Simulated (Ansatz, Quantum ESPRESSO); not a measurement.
# InAs (zinc blende): bulk modulus from a few volumes

How stiff is zinc blende InAs under hydrostatic load? Each row scales the relaxed cell evenly and relaxes the atoms. The phase is followed to these pressures whether or not it stays the stable one.

Calculated with Quantum ESPRESSO 7.5, PBEsol, PseudoDojo 0.4.1 norm-conserving potentials, cutoff 1170 eV, Fermi–Dirac smearing 0.02 eV, k-mesh 8×8×8, no spin polarisation, no spin-orbit coupling.

Reference cell, relaxed at zero pressure with PBEsol (F-43m): a = 4.3066 Å, b = 4.3066 Å, c = 4.3066 Å, α = 60.00°, β = 60.00°, γ = 60.00°.

```
atom       x       y       z
  In  0.0000  0.0000  0.0000
  As  0.7500  0.7500  0.7500
```

```
V (Å³/atom)    V/V0  P (GPa)  E − E0 (meV/atom)
    26.5457  0.9400    3.998               20.0
    27.1105  0.9600    2.511                8.6
    27.6753  0.9800    1.186                2.1
    28.8049  1.0200   −1.049                1.9
    29.9345  1.0600   −2.821               15.7
```

V0 = 28.2401 Å³ an atom, where the residual pressure P0 is +0.004 GPa. **Question.** Fit the Birch–Murnaghan law and give the pressure and the energy at V = 29.3697 Å³ an atom, a row left out above.

With the Eulerian strain f = ½[(V0/V)^(2/3) − 1] and F = (P − P0)/[3f(1 + 2f)^(5/2)], the third-order law is the line F = B0 + (3/2) B0 (B′ − 4) f.

```csv
f,F (GPa)
0.02106,57.03
0.01379,56.60
0.00678,56.19
−0.00656,55.32
−0.01905,54.47
```

A straight line through the 5 rows: the means are 0.003204 for f and 55.922 for F, Σ(Δx)² = 0.001034 and ΣΔxΔy = 0.06611, so the slope is 0.06611/0.001034 = 63.921 and the intercept 55.922 − (63.921)(0.003204) = 55.717.

Hence B0 = 55.7 GPa and B′ = 4 + (63.9)/(1.5 × 55.7) = 4.76. For the withheld volume f = −0.01290, F = 54.89 GPa and P = −1.99 GPa. The run itself gives −1.99 GPa, so the estimate misses by 0.00 GPa, a rounding's worth.

Integrating the same law gives E − E0 = (9/2) B0 V0 f²[1 + (B′ − 4) f] + P0(V0 − V), with 1 GPa Å³ = 6.2415 meV: 7.3 meV an atom. The run itself gives 7.2 meV, so the estimate misses by 0.1 meV, a rounding's worth.

The same fit over all rows at other levels or in other programs gives B0 = 56 GPa with PBEsol (Quantum ESPRESSO, GBRV), 61 GPa with LDA (Quantum ESPRESSO, GBRV) and 56 GPa with PBEsol (Ansatz).

[Logs are printed without paths, hosts, clocks, repeated set-up lines and the standing remarks that a program may print on its own settings, such as how far it seeks lower states.]
